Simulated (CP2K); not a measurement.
Two runs for the O K edge of formyl cation. Run A: CP2K XAS_TDP, all-electron GAPW, PBEh(45%), aug-cc-pVTZ, TDA, no relativity. Run B differs in one setting.

First lines with a strength over 0.0015. A:

```
            atom  energy (eV)  states  strength, one atom
O2 (bonded to C)       529.14       2              0.0968
                       535.61       1              0.0141
                       540.25       2              0.0020
                       540.79       1              0.0081
                       542.31       2              0.0143
```

B:

```
            atom  energy (eV)  states  strength, one atom
O2 (bonded to C)       521.59       2              0.0834
                       526.83       1              0.0100
                       531.83       1              0.0063
                       533.25       2              0.0142
                       537.26       1              0.0124
```

Question: Which was it: GW2X switched on, scalar relativity switched on, the functional, the basis?

The functional (functional from PBEh(45%) to PBE0; the lines alone don't name the new value). A functional moves all lines by electronvolts and changes their spacings and strengths. Against PBEh(45%) in aug-cc-pVTZ, the leading line moves by -7.55 eV, to 521.59 eV; the strength of O2's goes from 0.0968 to 0.0834. The next line of O2 over the strength cut lies 5.24 eV higher, against 6.47.

[Banner, clock and machine lines of the logs are left out without a mark of their own.]

[Logs are printed without paths, hosts, clocks, repeated set-up lines and the standing remarks that a program may print on its own settings, such as how far it seeks lower states.]

[Hosts, paths, dates, database ids (printed as entryN), source tags and the programs' standing remarks are cut or masked in the printed files.]
